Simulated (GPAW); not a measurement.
## STM contrast on 1T-NiSTe monolayer

Wanted: filled- and empty-state images of 1T-NiSTe monolayer, with its work function.

Main program and level: GPAW 26.7.0; GPAW, PAW setups; layer in a repeated cell with vacuum, relaxation of atoms and in-plane cell, in the first sound run; inputs show where later runs differ.

## 1. Set-up

The cell holds 3 atoms: 1 Te, 1 Ni and 1 S. Its edges and angles: a = 3.565 Å, b = 3.565 Å, c = 18.341 Å, α = 90.0°, β = 90.0°, γ = 120.0°. Vacuum lies along c.

## 2. Relaxing the atoms

The atoms are relaxed first, since the surface dipole, and with it the work function, follows the positions of the outer layers.

Input file run.py:

```python
import json
import numpy as np
from ase import Atoms
from ase.filters import FrechetCellFilter
from ase.optimize import BFGS
from gpaw import GPAW, PW

slab = Atoms(
    ['Te', 'Ni', 'S'],
    positions=[
        [1.78250, 1.02913, 8.00000],
        [0.00000, 0.00000, 9.44701],
        [-0.00000, 2.05825, 10.34144]],
    cell=[[3.565, 0.0, 0.0], [-1.7825, 3.08738, 0.0], [0.0, 0.0, 18.3414]],
    pbc=[True, True, True])

slab.calc = GPAW(mode=PW(600), xc='PBE', kpts={'size': (9, 9, 1), 'gamma': True},
                 occupations={'name': 'fermi-dirac', 'width': 0.05}, nbands='160%',
                 convergence={'density': 1e-05}, maxiter=200,
                 symmetry={'tolerance': 1e-3}, txt='slab.txt')
result = {}
# The in-plane cell is free; stress needs a cell that repeats along all three vectors
path = []
opt = BFGS(FrechetCellFilter(slab, mask=[1, 1, 0, 0, 0, 1]), maxstep=0.2)
opt.attach(lambda: path.append((slab.get_potential_energy(), slab.positions.tolist(), slab.get_forces().tolist())))
result['relaxed'] = bool(opt.run(fmax=0.02, steps=45))
result['path'] = path
result['cell'] = slab.cell.tolist()
print('in-plane lattice', slab.cell.cellpar().round(4)[[0, 1, 5]])
energy = slab.get_potential_energy()
fermi = slab.calc.get_fermi_level()
v = slab.calc.get_electrostatic_potential().mean((0, 1)) - fermi
n = slab.calc.get_pseudo_density().mean((0, 1))
L = slab.cell[2, 2]
z = np.arange(len(v)) * L / len(v)
low, high = slab.positions[:, 2].min(), slab.positions[:, 2].max()
below, above = np.interp([low - 5.8, high + 5.8], z, v)
slopes = [np.interp(x, z, np.gradient(v, z)) for x in (low - 5.8, high + 5.8)]
eps = np.array([[slab.calc.get_eigenvalues(k, s) for k in range(len(slab.calc.get_ibz_k_points()))]
                for s in range(slab.calc.get_number_of_spins())]) - fermi
top, bottom = eps[eps < 0].max(), eps[eps > 0].min()
dipole = slab.get_dipole_moment()[2]
print(f'energy {energy:.4f} eV, Fermi level {fermi:.4f} eV, dipole {dipole:.5f} e A')
print(f'potential 5.8 A off the faces, from the Fermi level: lower {below:.4f} eV, upper {above:.4f} eV')
print(f'slope of the potential there: lower {slopes[0]:.5f}, upper {slopes[1]:.5f} eV/A')
print(f'nearest levels on the mesh: {top:.4f} and {bottom:.4f} eV')
print('magnetic moment', round(slab.get_magnetic_moment(), 3))
result.update(energy=energy, fermi=fermi, dipole=dipole, below=below, above=above, slopes=slopes, edges=[top, bottom],
              z=z.tolist(), v=v.tolist(), n=n.tolist(), positions=slab.positions.tolist(),
              forces=slab.get_forces(apply_constraint=False).tolist(), moments=slab.get_magnetic_moments().tolist())
json.dump(result, open('result.json', 'w'))
```

The run is started by

```console
OMP_NUM_THREADS=1 OPENBLAS_NUM_THREADS=1 python run.py
```

What it wrote:

```text
Step          Energy          fmax
BFGS:    0      -14.870536        1.347879
BFGS:    1      -14.916742        1.089657
BFGS:    2      -14.997598        0.169099
BFGS:    3      -14.998884        0.146375
BFGS:    4      -15.000808        0.105333
BFGS:    5      -15.001465        0.076653
BFGS:    6      -15.001895        0.105126
BFGS:    7      -15.002352        0.112804
BFGS:    8      -15.003131        0.096216
BFGS:    9      -15.003844        0.056059
BFGS:   10      -15.004169        0.016488
in-plane lattice [  3.5664   3.5664 120.    ]
energy -14.9964 eV, Fermi level -1.5291 eV, dipole -0.12282 e A
potential 5.8 A off the faces, from the Fermi level: lower 4.8331 eV, upper 5.2941 eV
slope of the potential there: lower -0.10975, upper -0.10984 eV/A
nearest levels on the mesh: -0.0456 and 0.0818 eV
magnetic moment 0.0
```

It took 6.9 min on 1 thread of Arm Neoverse V2, shared host; peak memory 0.35 GiB.

This run has no spin polarisation, although Ni can carry a moment.

Numbers from this step:

* dipole along the normal: -0.1228 e·Å
* levels nearest the Fermi level on the mesh: -0.04559, 0.08184 eV from the Fermi level

The electrostatic potential energy of an electron (without an applied field's), less the Fermi level, planar mean by z:

z (Å), electrostatic potential energy of an electron (without an applied field's), less the Fermi level, planar mean (eV) and a bar from the least value:
```
      0.0        5.1 #############################
      0.5        5.0 #############################
      1.0        5.0 #############################
      1.5        4.9 #############################
      2.0        4.8 #############################
      2.5        4.8 #############################
      3.0        4.7 #############################
      3.5        4.7 #############################
      4.0        4.6 #############################
      4.5        4.6 #############################
      5.0        4.5 #############################
      5.5        4.4 #############################
      6.0        4.1 ############################
      6.5        3.1 ###########################
      7.0       -0.5 #######################
      7.5      -11.6 ##########
      8.0      -20.6 
      8.5       -9.2 #############
      9.0       -6.4 ################
      9.5       -8.7 ##############
     10.0       -7.8 ###############
     10.5      -14.3 #######
     11.0       -1.8 ######################
     11.5        4.1 ############################
     12.0        5.4 ##############################
     12.5        5.6 ##############################
     13.0        5.6 ##############################
     13.5        5.6 ##############################
     14.0        5.5 ##############################
     14.5        5.5 ##############################
     15.0        5.4 ##############################
     15.5        5.4 ##############################
     16.0        5.3 ##############################
     16.5        5.3 ##############################
     17.0        5.2 ##############################
     17.5        5.2 #############################
     18.0        5.1 #############################
```

The pseudo valence density, planar mean by z:

z (Å), pseudo valence density, planar mean (e/Å³) and a bar:
```
      4.0       0.00 
      4.5       0.00 
      5.0       0.00 
      5.5       0.00 
      6.0       0.01 
      6.5       0.05 #
      7.0       0.17 ###
      7.5       0.28 #####
      8.0       0.14 ##
      8.5       0.39 ######
      9.0       0.91 ###############
      9.5       1.80 ##############################
     10.0       0.57 ##########
     10.5       0.34 ######
     11.0       0.28 #####
     11.5       0.09 #
     12.0       0.02 
     12.5       0.00 
     13.0       0.00 
     13.5       0.00 
     14.0       0.00
```

The relaxation lowered the energy of the cell by 0.137 eV (energies extrapolated to zero smearing; the optimiser's log prints free energies). The largest force left on a free atom is 0.016 eV/Å.

## 3. The slab's potential

The work function is the vacuum plateau of the electrostatic potential less the Fermi level; a dipole layer lets the two faces have plateaus of their own.

This step: GPAW, PAW setups; slab in vacuum (GPAW 26.7.0).

The cell differs from the one that the last finished run ended in (c 18.341 → 18.542 Å).

Input file run.py:

```python
import json
import numpy as np
from ase import Atoms
from ase.dft.stm import STM
from gpaw import GPAW, PW

slab = Atoms(
    ['Te', 'Ni', 'S'],
    positions=[
        [1.78318, 1.02952, 8.00000],
        [-0.00000, -0.00000, 9.45965],
        [-0.00000, 2.05903, 10.54173]],
    cell=[[3.56635, -0.0, 0.0], [-1.78318, 3.08855, 0.0], [0.0, 0.0, 18.5417]],
    pbc=[True, True, False])

slab.calc = GPAW(mode=PW(400), xc='PBE', kpts={'size': (9, 9, 1), 'gamma': True},
                 occupations={'name': 'fermi-dirac', 'width': 0.05}, nbands='160%',
                 convergence={'density': 1e-05}, maxiter=200,
                 poissonsolver={'dipolelayer': 'xy'},
                 symmetry={'tolerance': 1e-3}, txt='slab.txt')
result = {}
energy = slab.get_potential_energy()
fermi = slab.calc.get_fermi_level()
v = slab.calc.get_electrostatic_potential().mean((0, 1)) - fermi
n = slab.calc.get_pseudo_density().mean((0, 1))
L = slab.cell[2, 2]
z = np.arange(len(v)) * L / len(v)
low, high = slab.positions[:, 2].min(), slab.positions[:, 2].max()
below, above = np.interp([low - 5.8, high + 5.8], z, v)
slopes = [np.interp(x, z, np.gradient(v, z)) for x in (low - 5.8, high + 5.8)]
eps = np.array([[slab.calc.get_eigenvalues(k, s) for k in range(len(slab.calc.get_ibz_k_points()))]
                for s in range(slab.calc.get_number_of_spins())]) - fermi
top, bottom = eps[eps < 0].max(), eps[eps > 0].min()
dipole = slab.get_dipole_moment()[2]
print(f'energy {energy:.4f} eV, Fermi level {fermi:.4f} eV, dipole {dipole:.5f} e A')
print(f'potential 5.8 A off the faces, from the Fermi level: lower {below:.4f} eV, upper {above:.4f} eV')
print(f'slope of the potential there: lower {slopes[0]:.5f}, upper {slopes[1]:.5f} eV/A')
print(f'nearest levels on the mesh: {top:.4f} and {bottom:.4f} eV')
print('magnetic moment', round(slab.get_magnetic_moment(), 3))
result.update(energy=energy, fermi=fermi, dipole=dipole, below=below, above=above, slopes=slopes, edges=[top, bottom],
              z=z.tolist(), v=v.tolist(), n=n.tolist(), positions=slab.positions.tolist(),
              forces=slab.get_forces(apply_constraint=False).tolist(), moments=slab.get_magnetic_moments().tolist())

# Images need the states of the whole zone, up to time reversal
slab.calc = slab.calc.fixed_density(symmetry={'point_group': False}, txt='states.txt', nbands='250%',
                                    convergence={'bands': 'CBM+1.3'})
stm = STM(slab)
result['stm'] = []
for bias in [-1.0, 1.0]:
    height = high + 3.5
    current = stm.get_averaged_current(bias, height)
    x, y, h = stm.scan(bias, current)
    i, f = divmod(height / L * stm.ldos.shape[2], 1)
    I = abs((1 - f) * stm.ldos[:, :, int(i)] + f * stm.ldos[:, :, int(i) + 1])
    print(f'bias {bias} V: mean current at 3.5 A {current:.4e}, corrugation {np.ptp(h):.4f} A')
    result['stm'].append(dict(bias=bias, current=current, h=(h - high).tolist(), I=I.tolist()))
json.dump(result, open('result.json', 'w'))
```

What it wrote:

```text
energy -14.9308 eV, Fermi level -1.5830 eV, dipole -0.08929 e A
potential 5.8 A off the faces, from the Fermi level: lower 4.3555 eV, upper 5.8179 eV
slope of the potential there: lower -0.00016, upper -0.00023 eV/A
nearest levels on the mesh: -0.0453 and 0.0812 eV
magnetic moment 0.0
bias -1.0 V: mean current at 3.5 A 1.7371e-05, corrugation 0.2373 A
bias 1.0 V: mean current at 3.5 A 1.2260e-05, corrugation 0.2884 A
```

Wall time 1.7 min (1 thread); peak memory 0.34 GiB.

Numbers from this step:

```yaml
dipole_along_the_normal: -0.08929 e·Å
levels_nearest_the_fermi_level_on_the_mesh: -0.04530, 0.08117 eV from the Fermi level
upper_work_function: 5.818 eV
lower_work_function: 4.355 eV
corrugation_minus_1: 0.2373 Å
corrugation_1: 0.2884 Å
```

The electrostatic potential energy of an electron (without an applied field's), less the Fermi level, planar mean by z:

| z (Å) | electrostatic potential energy of an electron (without an applied field's), less the Fermi level, planar mean (eV) |
| --- | --- |
| 0.0 | 5.09 |
| 0.5 | 4.36 |
| 1.0 | 4.36 |
| 1.5 | 4.36 |
| 2.0 | 4.36 |
| 2.5 | 4.36 |
| 3.0 | 4.36 |
| 3.5 | 4.36 |
| 4.0 | 4.35 |
| 4.5 | 4.35 |
| 5.0 | 4.33 |
| 5.5 | 4.28 |
| 6.0 | 4.07 |
| 6.5 | 3.27 |
| 7.0 | 0.277 |
| 7.5 | -9.51 |
| 8.0 | -20.8 |
| 8.5 | -10.8 |
| 9.0 | -6.05 |
| 9.5 | -8.94 |
| 10.0 | -7.24 |
| 10.5 | -14.5 |
| 11.0 | -3.40 |
| 11.5 | 3.69 |
| 12.0 | 5.36 |
| 12.5 | 5.72 |
| 13.0 | 5.79 |
| 13.5 | 5.81 |
| 14.0 | 5.82 |
| 14.5 | 5.82 |
| 15.0 | 5.82 |
| 15.5 | 5.82 |
| 16.0 | 5.82 |
| 16.5 | 5.82 |
| 17.0 | 5.82 |
| 17.5 | 5.82 |
| 18.0 | 5.82 |

The pseudo valence density, planar mean by z:

| z (Å) | pseudo valence density, planar mean (e/Å³) |
| --- | --- |
| 4 | 6.3e-5 |
| 5 | 8.0e-4 |
| 6 | 0.0113 |
| 7 | 0.148 |
| 8 | 0.121 |
| 9 | 0.738 |
| 10 | 0.680 |
| 11 | 0.304 |
| 12 | 0.0245 |
| 13 | 0.00111 |
| 14 | 5.9e-5 |

Tip height over the top atom over a1 and a2. Sample bias -1 V, constant current at the mean current 3.5 Å over the top atom.

Values in Å, 12 rows by 16 columns, each cell a mean:
```
3.41 3.42 3.45 3.47 3.51 3.54 3.56 3.57 3.57 3.56 3.53 3.49 3.46 3.44 3.42 3.40
3.43 3.45 3.48 3.52 3.56 3.58 3.60 3.60 3.59 3.57 3.54 3.50 3.46 3.44 3.42 3.42
3.46 3.49 3.54 3.57 3.60 3.61 3.62 3.62 3.60 3.57 3.54 3.49 3.46 3.44 3.43 3.44
3.49 3.53 3.57 3.60 3.62 3.63 3.63 3.62 3.60 3.57 3.53 3.48 3.45 3.44 3.44 3.46
3.53 3.57 3.59 3.61 3.62 3.62 3.62 3.60 3.57 3.54 3.50 3.46 3.45 3.44 3.45 3.48
3.54 3.57 3.59 3.60 3.61 3.60 3.59 3.58 3.55 3.51 3.47 3.45 3.44 3.45 3.46 3.50
3.53 3.55 3.57 3.57 3.57 3.56 3.55 3.53 3.49 3.46 3.44 3.44 3.44 3.45 3.47 3.50
3.50 3.52 3.53 3.53 3.52 3.51 3.50 3.48 3.46 3.44 3.43 3.43 3.44 3.45 3.46 3.48
3.46 3.47 3.47 3.47 3.46 3.46 3.45 3.45 3.44 3.44 3.43 3.44 3.44 3.44 3.45 3.46
3.44 3.44 3.44 3.44 3.44 3.44 3.44 3.44 3.45 3.45 3.45 3.45 3.44 3.44 3.44 3.44
3.41 3.41 3.42 3.43 3.44 3.45 3.46 3.47 3.48 3.48 3.48 3.46 3.45 3.44 3.43 3.42
3.40 3.40 3.42 3.44 3.45 3.48 3.50 3.52 3.53 3.52 3.50 3.48 3.46 3.44 3.42 3.40
```
Columns: a1 from 0 to 0.944; rows upwards: a2 from 0 to 0.944.

Local density of states summed over the bias window over a1 and a2. Sample bias -1 V, constant height 3.5 Å over the top atom.

Ten even steps from '0' (1.29 × 1e-5 arbitrary) to '9' (2.50 × 1e-5 arbitrary):
```
001233456654332100
012345667665432100
123456788765432111
234567898765432111
235678998765322112
346789998764321112
456899998654321123
467888887643221223
566777766532211223
456666654322111223
445555443221111223
334443332211111223
233332222111111222
222222111111111112
111111112222221111
000111122222221111
000112233333322110
000122344544322100
```
Columns: a1 from 0 to 0.944; rows upwards: a2 from 0 to 0.944.

Tip height over the top atom over a1 and a2. Sample bias 1 V, constant current at the mean current 3.5 Å over the top atom.

Ten even steps from '0' (3.37 Å) to '9' (3.65 Å):
```
122345666666543221
223466777776643221
234678888887643222
346788999887643222
356889999886532222
467899999876432223
567899998765322223
567899987653221223
567888876542111124
567888765431101134
566776653210000123
456665432110001123
344443322100001223
333332221110111222
222222222111122222
222222222232222222
111222333443332221
112233455555433221
```
Columns: a1 from 0 to 0.944; rows upwards: a2 from 0 to 0.944.

Local density of states summed over the bias window over a1 and a2. Sample bias 1 V, constant height 3.5 Å over the top atom.

Values in units of 1e-5 arbitrary, 12 rows by 16 columns, each cell a mean:
```
1.0 1.0 1.1 1.2 1.3 1.4 1.4 1.5 1.5 1.4 1.3 1.3 1.2 1.1 1.0 1.0
1.0 1.1 1.2 1.4 1.5 1.6 1.6 1.6 1.6 1.5 1.4 1.3 1.2 1.1 1.0 1.0
1.1 1.3 1.4 1.6 1.7 1.8 1.8 1.8 1.7 1.6 1.4 1.3 1.1 1.1 1.0 1.1
1.2 1.4 1.5 1.7 1.8 1.8 1.8 1.8 1.6 1.5 1.3 1.2 1.1 1.1 1.1 1.1
1.3 1.4 1.6 1.7 1.8 1.8 1.8 1.6 1.5 1.3 1.2 1.1 1.0 1.0 1.0 1.1
1.3 1.5 1.6 1.7 1.7 1.7 1.6 1.5 1.3 1.2 1.1 1.0 1.0 1.0 1.1 1.2
1.3 1.4 1.5 1.5 1.5 1.5 1.4 1.3 1.1 1.0 1.0 0.9 0.9 1.0 1.1 1.2
1.2 1.3 1.4 1.4 1.4 1.3 1.2 1.1 1.0 0.9 0.9 0.9 0.9 1.0 1.1 1.1
1.1 1.2 1.2 1.2 1.1 1.1 1.1 1.0 0.9 0.9 0.9 0.9 0.9 1.0 1.0 1.1
1.1 1.1 1.1 1.1 1.1 1.1 1.0 1.0 1.0 1.0 1.0 1.0 1.0 1.0 1.1 1.1
1.0 1.0 1.0 1.0 1.1 1.1 1.1 1.1 1.1 1.1 1.1 1.1 1.1 1.1 1.0 1.0
1.0 1.0 1.0 1.1 1.1 1.2 1.2 1.2 1.3 1.2 1.2 1.2 1.1 1.1 1.0 1.0
```
Columns: a1 from 0 to 0.944; rows upwards: a2 from 0 to 0.944.

The potential is flat to 2.3e-4 eV/Å where it is read, so the vacuum is wide enough.

## 4. Outcome

```yaml
work_function_upper_and_lower_face: 5.818 and 4.355 eV
dipole_along_the_normal: -0.0893 e Å
corrugation_at_minus_1_v: 0.237 Å
corrugation_at_1_v: 0.288 Å
```

What this shows: The corrugation at constant current is largest at 1 V, where the tip height varies by 0.29 Å over the cell. Negative sample bias images filled states, positive bias empty ones. The two faces differ by 1.5 eV, the step that the slab's dipole makes (e p/(ε0 A) gives 1.5 eV), so the dipole layer is needed. The images are of Tersoff-Hamann type: an s-wave tip, no tip-sample forces, heights closer than in a microscope. The relaxation of atoms and cell ran in a fully periodic cell without the dipole layer, so the atoms of this polar layer felt a small spurious field. The runs had no spin polarisation, so a magnetic state, which thin layers of d-metal atoms can have, wasn't tested. The layer's cell and atoms come from the relaxation; spin-orbit coupling and temperature are left out.

[Logs are printed without paths, hosts, clocks, repeated set-up lines and the standing remarks that a program may print on its own settings, such as how far it seeks lower states.]

[Hosts, paths, dates, database ids (printed as entryN), source tags and the programs' standing remarks are cut or masked in the printed files.]
